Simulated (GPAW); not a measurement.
**The basis that the transmission of a Ru chain with two Si atoms in line needs**

Aim: T(E), conductance and thermopower of a Ru chain with two Si atoms in line, and what cheaper settings cost in accuracy.

Calculated with GPAW 26.7.0; GPAW LCAO, PAW setups; Landauer transmission from Green's functions with principal layers (ASE), zero bias.

Most raw output is cut from this account.

### 1. Set-up

The cell holds 16 atoms: 14 Ru and 2 Si. Cell: a = 9.000 Å, b = 9.000 Å, c = 35.846 Å, α = 90.0°, β = 90.0°, γ = 90.0°. Regions: left lead, 7 atoms (7 Ru); channel, 2 atoms (2 Si); right lead, 7 atoms (7 Ru). Vacuum lies along a and b. The structure is stacked along c, and the current runs across the ab planes.

### 2. Double-zeta polarised basis

Localised orbitals split the wire into layers that couple to their neighbours alone, which is what the Green's function method needs; double zeta with polarisation is the usual level for numbers.

run.py

```python
import json
import numpy as np
from ase import Atoms
from ase.transport.calculators import TransportCalculator
from gpaw import GPAW, FermiDirac
from gpaw.lcao.tools import get_lcao_hamiltonian
from scipy.linalg import eigh

# The junction with lead layers at both ends, along the third cell vector
device = Atoms(
    ['Ru', 'Ru', 'Ru', 'Ru', 'Ru', 'Ru', 'Ru', 'Si', 'Si', 'Ru', 'Ru', 'Ru', 'Ru', 'Ru', 'Ru', 'Ru'],
    positions=[
        [4.50000, 4.50000, 1.12500],
        [4.50000, 4.50000, 3.37500],
        [4.50000, 4.50000, 5.62500],
        [4.50000, 4.50000, 7.87500],
        [4.50000, 4.50000, 10.12500],
        [4.50000, 4.50000, 12.37500],
        [4.50000, 4.50000, 14.62500],
        [4.50000, 4.50000, 16.82300],
        [4.50000, 4.50000, 19.02300],
        [4.50000, 4.50000, 21.22100],
        [4.50000, 4.50000, 23.47100],
        [4.50000, 4.50000, 25.72100],
        [4.50000, 4.50000, 27.97100],
        [4.50000, 4.50000, 30.22100],
        [4.50000, 4.50000, 32.47100],
        [4.50000, 4.50000, 34.72100]],
    cell=[[9.0, 0.0, 0.0], [0.0, 9.0, 0.0], [0.0, 0.0, 35.846]],
    pbc=True)

# One principal layer of the lead: the first 5 atoms of the device
lead = Atoms(
    ['Ru', 'Ru', 'Ru', 'Ru', 'Ru'],
    positions=[
        [4.50000, 4.50000, 1.12500],
        [4.50000, 4.50000, 3.37500],
        [4.50000, 4.50000, 5.62500],
        [4.50000, 4.50000, 7.87500],
        [4.50000, 4.50000, 10.12500]],
    cell=[[9.0, 0.0, 0.0], [0.0, 9.0, 0.0], [0.0, 0.0, 11.25]],
    pbc=True)

settings = dict(mode='lcao', basis='dzp', xc='PBE', h=0.2,
                occupations=FermiDirac(0.1), maxiter=250,
                mixer=dict(beta=0.1, nmaxold=8, weight=100.0),
                convergence=dict(density=0.0001))
energies = np.arange(-2, 2 + 1e-9, 0.05)
eta = 0.0001
n1, n2 = 1, 1
# k and -k transmit alike, so half of the mesh across the current serves
mesh = [(i, j) for i in range(n1) for j in range(n2) if (i, j) <= (-i % n1, -j % n2)]
weights = np.array([1 if (i, j) == (-i % n1, -j % n2) else 2 for i, j in mesh]) / (n1 * n2)

# [... helper functions left out ...]
fermi_lead = ground_state(lead, (1, 1, 10), 'lead.txt')
fermi_device = ground_state(device, (1, 1, 2), 'device.txt')
# [... loop over the mesh left out, but for ...]
        # Shift the lead onto the potential of the device's first layer
        shift = ((H[:, 0, 0] - H0[:, 0, 0]) / S0[0, 0]).real.mean()
# [...]
kT = 8.617333e-5 * 500
bias = [0.1, 0.2, 0.5, 1.0, 1.5, 2.0]
# [... integrals and printing left out ...]
```

Command:

```console
> OMP_NUM_THREADS=1 OPENBLAS_NUM_THREADS=1 python run.py
```

It took 3.5 min on 1 thread of Arm Neoverse V2, shared host; peak memory 1.4 GiB.

This step gave:

```yaml
conductance: 2.584 G₀
largest_coupling_past_the_next_principal_layer: 2.00e-5 eV
largest_misfit_of_the_first_principal_layer: 0.05638 eV
shift_that_aligns_the_lead: -0.007688 eV
basis_functions_of_the_junction: 432
basis_functions_of_a_principal_layer: 145
transmission_at_the_fermi_level_one_spin: 2.591
```

One spin. Transmission, zone mean against energy, zero at the Fermi level:

| energy (eV) | transmission, zone mean |
| --- | --- |
| -2.000 | 1.03 |
| -1.800 | 1.05 |
| -1.600 | 1.11 |
| -1.400 | 1.21 |
| -1.200 | 1.27 |
| -1.000 | 1.51 |
| -0.800 | 1.81 |
| -0.600 | 2.11 |
| -0.400 | 2.35 |
| -0.200 | 2.50 |
| 0.000 | 2.59 |
| 0.100 | 2.60 |
| 0.200 | 2.59 |
| 0.400 | 2.51 |
| 0.600 | 2.38 |
| 0.800 | 2.24 |
| 1.000 | 2.10 |
| 1.200 | 1.96 |
| 1.400 | 1.82 |
| 1.600 | 1.67 |
| 1.800 | 1.47 |
| 2.000 | 1.07 |

Not self-consistent under bias; the bias window is split evenly. Current through one cell, from the zero-bias transmission against bias:

| bias (V) | current through one cell, from the zero-bias transmission (μA) |
| --- | --- |
| 0.100 | 20.0 |
| 0.200 | 40.0 |
| 0.500 | 99.2 |
| 1.000 | 194 |
| 1.500 | 279 |
| 2.000 | 355 |

Transmission of the three most open eigenchannels against energy, zero at the Fermi level:

| energy (eV) | channel 1 | channel 2 | channel 3 |
| --- | --- | --- | --- |
| -2.00 | 0.962 | 0.0317 | 0.0317 |
| -1.90 | 0.955 | 0.0412 | 0.0412 |
| -1.80 | 0.947 | 0.0540 | 0.0540 |
| -1.70 | 0.937 | 0.0711 | 0.0711 |
| -1.55 | 0.916 | 0.108 | 0.108 |
| -1.45 | 0.894 | 0.143 | 0.143 |
| -1.35 | 0.860 | 0.187 | 0.187 |
| -1.25 | 0.761 | 0.242 | 0.242 |
| -1.15 | 0.707 | 0.307 | 0.307 |
| -1.05 | 0.678 | 0.381 | 0.381 |
| -0.90 | 0.657 | 0.502 | 0.502 |
| -0.80 | 0.651 | 0.582 | 0.582 |
| -0.70 | 0.659 | 0.659 | 0.648 |
| -0.60 | 0.732 | 0.732 | 0.645 |
| -0.50 | 0.797 | 0.797 | 0.642 |
| -0.40 | 0.854 | 0.854 | 0.638 |
| -0.25 | 0.922 | 0.922 | 0.632 |
| -0.15 | 0.955 | 0.955 | 0.627 |
| -0.05 | 0.979 | 0.979 | 0.621 |
| 0.00 | 0.987 | 0.987 | 0.617 |
| 0.05 | 0.993 | 0.993 | 0.612 |
| 0.15 | 0.999 | 0.999 | 0.598 |
| 0.25 | 0.997 | 0.997 | 0.579 |
| 0.40 | 0.984 | 0.984 | 0.539 |
| 0.50 | 0.969 | 0.969 | 0.510 |
| 0.60 | 0.951 | 0.951 | 0.480 |
| 0.70 | 0.931 | 0.931 | 0.452 |
| 0.80 | 0.908 | 0.908 | 0.428 |
| 0.90 | 0.883 | 0.883 | 0.406 |
| 1.05 | 0.845 | 0.845 | 0.379 |
| 1.15 | 0.818 | 0.818 | 0.363 |
| 1.25 | 0.790 | 0.790 | 0.349 |
| 1.35 | 0.762 | 0.762 | 0.335 |
| 1.45 | 0.732 | 0.732 | 0.322 |
| 1.55 | 0.700 | 0.700 | 0.309 |
| 1.70 | 0.642 | 0.642 | 0.285 |
| 1.80 | 0.589 | 0.589 | 0.288 |
| 1.90 | 0.512 | 0.512 | 0.292 |
| 2.00 | 0.388 | 0.388 | 0.296 |

Couplings past the next layer reach 2.0e-5 eV, small enough to drop; the matrix elements of the cell's first layer differ from the bulk lead's by up to 0.056 eV. That layer keeps its own values in the calculation, and only beyond it is the lead taken as perfect. The Fermi levels of lead and junction count from different zeros of potential, one for each periodic cell; with both set to zero, the small remaining shift is what aligns them. By hand: G = 2.584 × 77.48 μS = 200 μS, a resistance of 4.99 kΩ; at 0.1 V a linear junction would pass 20.0 μA, and the integral over the bias window gives 20.0 μA.

### 3. Single-zeta polarised basis

One radial function a shell plus polarisation makes the matrices smaller; the question is what that costs.

Changes to run.py since step 2:

```diff
@@ -43,3 +43,3 @@
 
-settings = dict(mode='lcao', basis='dzp', xc='PBE', h=0.2,
+settings = dict(mode='lcao', basis='szp(dzp)', xc='PBE', h=0.2,
                 occupations=FermiDirac(0.1), maxiter=250,
```

The job ended after 2.1 min (1 thread; peak memory 1.3 GiB).

Numbers from this step:

| Quantity | Value |
| --- | --- |
| conductance | 2.586 G₀ |
| largest coupling past the next principal layer | 2.01e-5 eV |
| largest misfit of the first principal layer | 0.06471 eV |
| shift that aligns the lead | -0.008950 eV |
| basis functions of the junction | 242 |
| basis functions of a principal layer | 80 |
| transmission at the Fermi level (one spin) | 2.595 |

One spin. Transmission, zone mean against energy, zero at the Fermi level:

energy (eV), transmission, zone mean and a bar from the least value:
```
    -2.00       1.02 ######
    -1.90       1.03 ######
    -1.80       1.05 ######
    -1.70       1.07 #######
    -1.55       1.12 #######
    -1.45       1.16 ########
    -1.35       1.22 #########
    -1.25       1.28 ##########
    -1.15       1.30 ##########
    -1.05       1.39 ############
    -0.90       1.60 ###############
    -0.80       1.76 #################
    -0.70       1.91 ###################
    -0.60       2.06 ######################
    -0.50       2.20 ########################
    -0.40       2.32 ##########################
    -0.25       2.46 ############################
    -0.15       2.53 #############################
    -0.05       2.58 ##############################
     0.00       2.59 ##############################
     0.05       2.60 ##############################
     0.10       2.60 ##############################
     0.15       2.60 ##############################
     0.25       2.57 #############################
     0.40       2.50 ############################
     0.50       2.44 ###########################
     0.60       2.37 ##########################
     0.70       2.30 #########################
     0.80       2.22 ########################
     0.90       2.15 #######################
     1.05       2.03 #####################
     1.15       1.95 ####################
     1.25       1.86 ###################
     1.35       1.77 #################
     1.45       1.68 ################
     1.55       1.57 ##############
     1.70       1.38 ###########
     1.80       1.23 #########
     1.90       1.01 ######
     2.00       0.64
```

Not self-consistent under bias; the bias window is split evenly. Table of current through one cell, from the zero-bias transmission by bias:

| bias (V) | current through one cell, from the zero-bias transmission (μA) |
| --- | --- |
| 0.100 | 20.0 |
| 0.200 | 40.0 |
| 0.500 | 99.2 |
| 1.000 | 193 |
| 1.500 | 277 |
| 2.000 | 351 |

The transmission of the three most open eigenchannels by energy, zero at the Fermi level:

| energy (eV) | channel 1 | channel 2 | channel 3 |
| --- | --- | --- | --- |
| -2.000 | 0.968 | 0.0271 | 0.0271 |
| -1.800 | 0.953 | 0.0467 | 0.0467 |
| -1.600 | 0.933 | 0.0821 | 0.0821 |
| -1.400 | 0.899 | 0.145 | 0.145 |
| -1.200 | 0.814 | 0.247 | 0.247 |
| -1.000 | 0.679 | 0.389 | 0.389 |
| -0.800 | 0.650 | 0.554 | 0.554 |
| -0.600 | 0.711 | 0.711 | 0.640 |
| -0.400 | 0.840 | 0.840 | 0.636 |
| -0.200 | 0.933 | 0.933 | 0.635 |
| 0.000 | 0.985 | 0.985 | 0.624 |
| 0.200 | 0.999 | 0.999 | 0.589 |
| 0.400 | 0.983 | 0.983 | 0.531 |
| 0.600 | 0.949 | 0.949 | 0.469 |
| 0.800 | 0.903 | 0.903 | 0.418 |
| 1.000 | 0.847 | 0.847 | 0.377 |
| 1.200 | 0.782 | 0.782 | 0.340 |
| 1.400 | 0.709 | 0.709 | 0.308 |
| 1.600 | 0.620 | 0.620 | 0.274 |
| 1.800 | 0.484 | 0.484 | 0.265 |
| 2.000 | 0.273 | 0.184 | 0.184 |

The conductance equals that of the dzp run to 0.2 %.

### 4. Minimal basis

The minimal basis is the cheapest rung: no second zeta and no polarisation.

Changes to run.py since step 3:

```diff
@@ -43,3 +43,3 @@
 
-settings = dict(mode='lcao', basis='szp(dzp)', xc='PBE', h=0.2,
+settings = dict(mode='lcao', basis='sz(dzp)', xc='PBE', h=0.2,
                 occupations=FermiDirac(0.1), maxiter=250,
```

Wall time 88 s (1 thread); peak memory 1.3 GiB.

Numbers from this step:

```
conductance                                    : 2.531 G₀
largest coupling past the next principal layer : 2.00e-5 eV
largest misfit of the first principal layer    : 0.04963 eV
shift that aligns the lead                     : -0.01325 eV
basis functions of the junction                : 190
basis functions of a principal layer           : 65
transmission at the Fermi level (one spin)     : 2.536
```

One spin. Transmission, zone mean against energy, zero at the Fermi level:

| energy (eV) | transmission, zone mean |
| --- | --- |
| -2.00 | 1.02 |
| -1.85 | 1.07 |
| -1.70 | 1.14 |
| -1.60 | 1.20 |
| -1.45 | 1.33 |
| -1.30 | 1.48 |
| -1.15 | 1.59 |
| -1.05 | 1.71 |
| -0.90 | 1.92 |
| -0.75 | 2.09 |
| -0.60 | 2.23 |
| -0.50 | 2.31 |
| -0.35 | 2.41 |
| -0.20 | 2.48 |
| -0.05 | 2.53 |
| 0.00 | 2.54 |
| 0.05 | 2.54 |
| 0.10 | 2.54 |
| 0.20 | 2.53 |
| 0.35 | 2.50 |
| 0.50 | 2.45 |
| 0.60 | 2.42 |
| 0.75 | 2.37 |
| 0.90 | 2.31 |
| 1.05 | 2.25 |
| 1.15 | 2.21 |
| 1.30 | 2.12 |
| 1.45 | 2.01 |
| 1.60 | 1.85 |
| 1.70 | 1.72 |
| 1.85 | 1.41 |
| 2.00 | 0.591 |

The conductance, 2.53 G₀, lies 2.1 % below that of the dzp run.

### 5. LDA in the dzp basis: xc = "LDA"

Back in the dzp basis, the functional changes from PBE to LDA, to set the spread between functionals beside that between bases.

Changes to run.py since step 4:

```diff
@@ -43,3 +43,3 @@
 
-settings = dict(mode='lcao', basis='sz(dzp)', xc='PBE', h=0.2,
+settings = dict(mode='lcao', basis='dzp', xc='LDA', h=0.2,
                 occupations=FermiDirac(0.1), maxiter=250,
```

The job ended after 3.2 min (1 thread; peak memory 1.4 GiB).

This step gave:

```
conductance                                    : 2.586 G₀
largest coupling past the next principal layer : 2.03e-5 eV
largest misfit of the first principal layer    : 0.05074 eV
shift that aligns the lead                     : -0.009087 eV
basis functions of the junction                : 432
basis functions of a principal layer           : 145
transmission at the Fermi level (one spin)     : 2.593
```

The conductance equals that of the dzp run to 0.2 %.

### 6. The ladder

Times are for 1 thread of Arm Neoverse V2, shared host. Results by setting:

| no. | run | conductance (G₀) | time | memory (GiB) |
| --- | --- | --- | --- | --- |
| 1 | dzp | 2.584 | 3.5 min | 1.4 |
| 2 | szp | 2.586 | 2.1 min | 1.3 |
| 3 | sz | 2.531 | 88 s | 1.3 |
| 4 | dzp LDA | 2.586 | 3.2 min | 1.4 |

### 7. The levels side by side

The curves are compared point by point over the common energies.

This step: comparison of transmission and cost over codes and levels (GPAW 26.7.0).

Ladder, by row:

| step | code | T at the Fermi level (sum over the listed spins) | conductance (G0) | r.m.s. T(E) from the first | wall time (s) | peak memory (GiB) | threads |
| --- | --- | --- | --- | --- | --- | --- | --- |
| dzp | GPAW | 2.591 | 2.584 | 0 | 211.6 | 1.41 | 1 |
| szp | GPAW | 2.595 | 2.587 | 0.09882 | 127.4 | 1.33 | 1 |
| sz | GPAW | 2.536 | 2.531 | 0.1599 | 88.32 | 1.27 | 1 |
| dzp-LDA | GPAW | 2.593 | 2.586 | 0.03584 | 189.1 | 1.41 | 1 |

Transmission, zone mean, sum over the listed spins against energy, zero at the Fermi level:

| energy (eV) | dzp | szp | sz | dzp-LDA |
| --- | --- | --- | --- | --- |
| -2.00 | 1.03 | 1.02 | 1.02 | 1.02 |
| -1.85 | 1.05 | 1.04 | 1.07 | 1.04 |
| -1.70 | 1.08 | 1.07 | 1.14 | 1.07 |
| -1.50 | 1.15 | 1.14 | 1.28 | 1.13 |
| -1.35 | 1.23 | 1.22 | 1.43 | 1.19 |
| -1.20 | 1.27 | 1.31 | 1.55 | 1.23 |
| -1.05 | 1.44 | 1.39 | 1.71 | 1.39 |
| -0.90 | 1.66 | 1.60 | 1.92 | 1.61 |
| -0.70 | 1.97 | 1.91 | 2.14 | 1.93 |
| -0.55 | 2.17 | 2.13 | 2.27 | 2.15 |
| -0.40 | 2.35 | 2.32 | 2.38 | 2.33 |
| -0.25 | 2.48 | 2.46 | 2.46 | 2.47 |
| -0.10 | 2.56 | 2.56 | 2.51 | 2.56 |
| 0.00 | 2.59 | 2.59 | 2.54 | 2.59 |
| 0.10 | 2.60 | 2.60 | 2.54 | 2.60 |
| 0.25 | 2.57 | 2.57 | 2.52 | 2.58 |
| 0.40 | 2.51 | 2.50 | 2.48 | 2.51 |
| 0.55 | 2.42 | 2.40 | 2.43 | 2.42 |
| 0.70 | 2.31 | 2.30 | 2.38 | 2.32 |
| 0.90 | 2.17 | 2.15 | 2.31 | 2.18 |
| 1.05 | 2.07 | 2.03 | 2.25 | 2.08 |
| 1.20 | 1.96 | 1.90 | 2.18 | 1.99 |
| 1.35 | 1.86 | 1.77 | 2.09 | 1.89 |
| 1.50 | 1.75 | 1.63 | 1.97 | 1.79 |
| 1.70 | 1.57 | 1.38 | 1.72 | 1.63 |
| 1.85 | 1.40 | 1.13 | 1.41 | 1.47 |
| 2.00 | 1.07 | 0.640 | 0.591 | 1.18 |

### 8. SCF mesh 1×1×1

The SCF mesh sets the Fermi level of the repeated cell.

This step: GPAW LCAO, PAW setups; Landauer transmission from Green's functions with principal layers (ASE), zero bias (GPAW 26.7.0).

Changes to run.py since step 5:

```diff
@@ -43,3 +43,3 @@
 
-settings = dict(mode='lcao', basis='dzp', xc='LDA', h=0.2,
+settings = dict(mode='lcao', basis='dzp', xc='PBE', h=0.2,
                 occupations=FermiDirac(0.1), maxiter=250,
@@ -56,3 +56,3 @@
 fermi_lead = ground_state(lead, (1, 1, 10), 'lead.txt')
-fermi_device = ground_state(device, (1, 1, 2), 'device.txt')
+fermi_device = ground_state(device, (1, 1, 1), 'device.txt')
 # [... loop over the mesh left out, but for ...]
```

The job ended after 2.6 min (1 thread; peak memory 1.4 GiB).

The run finished with changed settings (scf_mesh = [1, 1, 1]); it serves as a test.

Side by side:

| quantity | this run | sound run | difference |
| --- | --- | --- | --- |
| conductance (G₀) | 2.5392 | 2.5839 | -0.0447 |
| largest misfit of the first principal layer (eV) | 0.063717 | 0.056384 | 0.00733 |
| shift that aligns the lead (eV) | 0.019837 | -0.0076875 | 0.0275 |
| transmission at the Fermi level (one spin) | 2.5469 | 2.5911 | -0.0442 |

### 9. A second varied run

A last run, with other settings again.

Changes to run.py since step 8:

```diff
@@ -44,4 +44,4 @@
 settings = dict(mode='lcao', basis='dzp', xc='PBE', h=0.2,
-                occupations=FermiDirac(0.1), maxiter=250,
-                mixer=dict(beta=0.1, nmaxold=8, weight=100.0),
+                occupations=FermiDirac(0.1), maxiter=100,
+                mixer=dict(beta=0.7, nmaxold=1, weight=1.0),
                 convergence=dict(density=0.0001))
@@ -56,3 +56,3 @@
 fermi_lead = ground_state(lead, (1, 1, 10), 'lead.txt')
-fermi_device = ground_state(device, (1, 1, 1), 'device.txt')
+fermi_device = ground_state(device, (1, 1, 2), 'device.txt')
 # [... loop over the mesh left out, but for ...]
```

Run time: 4 min. Hardware: 1 thread; peak memory 0.43 GiB.

The fault put into the input: mixing far too strong, under a cap of 100 iterations, which ended the run (beta = 0.7, nmaxold = 1 and weight = 1.0).

### 10. Outcome

| Quantity | Value |
| --- | --- |
| conductance | 2.58 G₀ |
| transmission at the Fermi level, mean of the spins | 2.59 |

In words: In the dzp basis the junction conducts 2.58 G₀ at 500 K, with T = 2.59 a spin at the Fermi level; the sz basis reaches that conductance within 10 %. At the Fermi level the three most open eigenchannels pass 0.99, 0.99 and 0.62. Measured against the first run (dzp), the nearest curve is that of dzp-LDA (r.m.s. 0.036) and the farthest that of sz (0.16). Over the compared runs wall time goes from 88 s (sz) to 212 s (dzp), on a shared host. The geometry was built from estimated bond lengths and not relaxed, so the numbers describe this model structure. The run had no spin polarisation, so a magnetic state, which chains and small molecules with open shells often have, wasn't tested. An evenly spaced straight chain is an idealisation: free chains tend to dimerise, zigzag or, where a band edge lies near the Fermi level, turn magnetic. The currents use the zero-bias T(E) throughout, which holds only while the bias is small against the distance to the nearest feature. The thermopower isn't quoted: it samples T(E) farther from the Fermi level than the conductance does, and the energy grid wasn't tested for it.

[Logs are printed without paths, hosts, clocks, repeated set-up lines and the standing remarks that a program may print on its own settings, such as how far it seeks lower states.]

[Hosts, paths, dates, database ids (printed as entryN), source tags and the programs' standing remarks are cut or masked in the printed files.]
